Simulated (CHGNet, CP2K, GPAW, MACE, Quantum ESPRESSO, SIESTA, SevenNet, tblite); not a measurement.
## Finding the fault: Quantum ESPRESSO, GaN(111) slab, H on both faces (54 atoms)

Program: Quantum ESPRESSO 7.5, a calculation on a cell of 18 Ga, 18 N and 18 H, with vacuum.

Input file pw.in:

```
&control
  calculation = 'scf'
  pseudo_dir = './pseudo'
  outdir = './tmp'
  disk_io = 'none'
  tprnfor = .true.
/
&system
  ibrav = 0
  nat = 54
  ntyp = 3
  ecutwfc = 60
  ecutrho = 30
  nosym = .true.
  occupations = 'smearing'
  smearing = 'fd'
  degauss = 0.003675
/
&electrons
  conv_thr = 2.7e-07
  electron_maxstep = 50
  mixing_beta = 0.2
  mixing_mode = 'local-TF'
  diagonalization = 'david'
/
ATOMIC_SPECIES
Ga 69.723 Ga.upf
N 14.007 N.upf
H 1.008 H.upf
CELL_PARAMETERS angstrom
9.54594 0.00000 0.00000
-4.77297 8.26703 0.00000
0.00000 0.00000 17.82760
ATOMIC_POSITIONS crystal
Ga 0.44392 0.88739 0.43157
N 0.33501 0.66831 0.39198
Ga 0.22484 0.78200 0.57515
N 0.44661 0.88522 0.53847
Ga 0.44559 0.55245 0.43034
N 0.33458 0.33634 0.39509
Ga 0.22693 0.45147 0.57663
N 0.44038 0.55462 0.53763
Ga 0.77556 0.88925 0.43182
N 0.66515 0.66501 0.39220
[... 40 atom lines left out ...]
H 0.99959 0.33047 0.33665
H 0.89477 0.45038 0.66364
H 0.99663 0.00139 0.33307
H 0.88697 0.10811 0.66277
K_POINTS gamma
```

Launch:

```bash
OMP_NUM_THREADS=1 mpirun -np 2 pw.x -in pw.in > output.txt
```

The program printed:

```text
Program PWSCF
 %%%%%%%%%%%%%%%%%%%%%%%%%%%%%%%%%%%%%%%%%%%%%%%%%%%%%%%%%%%%%%%%%%%%%%%%%%%%%%
     Error in routine set_cutoff (1):
     ecutrho <= ecutwfc?!?
 %%%%%%%%%%%%%%%%%%%%%%%%%%%%%%%%%%%%%%%%%%%%%%%%%%%%%%%%%%%%%%%%%%%%%%%%%%%%%%
```

Run time: 0.63 s. Hardware: 2 MPI ranks of Arm Neoverse V2, shared host; peak memory 0.18 GiB; 1.2 s of CPU time.

Banners, paths, timers and routine set-up lines are dropped from the logs unmarked, and long logs keep their key lines alone; longer cuts are marked.

**Question.** Which part of the input is at fault, and how is it mended?

A density cutoff under four times the waves': density cutoff 30 Ry. The sound run has density cutoff 480 Ry.

The program stopped at the start.

[Also dropped from logs without a mark: logging warnings of Python, and SIESTA's first energy breakdown and zero terms.]

[Logs are printed without paths, hosts, clocks, repeated set-up lines and the standing remarks that a program may print on its own settings, such as how far it seeks lower states.]

[Hosts, paths, dates, database ids (printed as entryN), source tags and the programs' standing remarks are cut or masked in the printed files.]
